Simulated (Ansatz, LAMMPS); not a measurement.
**A faulty run on liquid mixture of acetone and H2O at 300 K (76 atoms)**

Program: Ansatz 0.2.0. The cell: 21 C, 9 O and 46 H.

input.yaml

```yaml
crystal:
  lattice:
    - [9.70506, 0.0, 0.0]
    - [0.0, 9.70506, 0.0]
    - [0.0, 0.0, 9.70506]
  atoms:
    - { symbol: C, position: [0.38406, 0.90044, 0.55035] }
    - { symbol: C, position: [0.41285, 0.03296, 0.4694] }
    - { symbol: C, position: [0.29567, 0.13158, 0.46542] }
    - { symbol: O, position: [0.51774, 0.04564, 0.40381] }
    - { symbol: H, position: [0.31985, 0.83744, 0.48543] }
    - { symbol: H, position: [0.32565, 0.92392, 0.6444] }
    - { symbol: H, position: [0.48251, 0.84979, 0.58804] }
    - { symbol: H, position: [0.20464, 0.07615, 0.41911] }
    - { symbol: H, position: [0.32428, 0.22406, 0.397] }
    - { symbol: H, position: [0.28295, 0.16319, 0.57286] }
    - { symbol: C, position: [0.07249, 0.69023, 0.09172] }
    - { symbol: C, position: [0.02128, 0.82752, 0.04648] }
    - { symbol: C, position: [0.88113, 0.86656, 0.10392] }
    - { symbol: O, position: [0.08545, 0.91408, 0.98368] }
    - { symbol: H, position: [0.1137, 0.63174, 0.01192] }
    - { symbol: H, position: [0.99559, 0.63722, 0.15474] }
    - { symbol: H, position: [0.15314, 0.70592, 0.17236] }
    - { symbol: H, position: [0.86524, 0.96691, 0.06196] }
    [... 52 atom lines left out ...]
    - { symbol: O, position: [0.05011, 0.48402, 0.54146] }
    - { symbol: H, position: [0.00105, 0.42245, 0.47498] }
    - { symbol: H, position: [0.15168, 0.47819, 0.52513] }
    - { symbol: O, position: [0.96987, 0.26923, 0.3584] }
    - { symbol: H, position: [0.97957, 0.30748, 0.26322] }
    - { symbol: H, position: [0.9485, 0.16858, 0.35295] }
kpoints:
  mp_grid: { grid: [1, 1, 1] }
hamiltonian:
  xc: pbe
  dispersion: d3bj
scf:
  occupations: { method: fermi_dirac, width: 0.3 }
  n_extra_bands: 0
  max_iter: 100
output:
  forces: true
```

Run with:

```
$ ansatz run input.yaml --threads 4 --pin off --max-ram 8192MiB --backend cpu --events-out ev --progress --plain --runs-dir out
```

The log of the run:

```text
Error: inconsistent input (scf.n_extra_bands, scf.occupations.method): n_bands = 92 leaves no empty band above the 92 bands per channel that the deck's 184 electrons occupy, and the occupations search for the Fermi level (a smearing at a finite width, or tetrahedra): a level found among occupied bands alone can fill a metal as an insulator; [...]
```

It took 0.04 s on 4 threads of Arm Neoverse V2, shared host; peak memory 0.068 GiB.

Q: Name the fault and the fix.

Too few bands: scf.n_extra_bands = 0, scf.occupations.method = "fermi_dirac" and scf.occupations.width = 0.3.

The fix is to take out scf.n_extra_bands.

The program refused it before any cycle.

[Logs are printed without paths, hosts, clocks, repeated set-up lines and the standing remarks that a program may print on its own settings, such as how far it seeks lower states.]

[Hosts, paths, dates, database ids (printed as entryN), source tags and the programs' standing remarks are cut or masked in the printed files.]
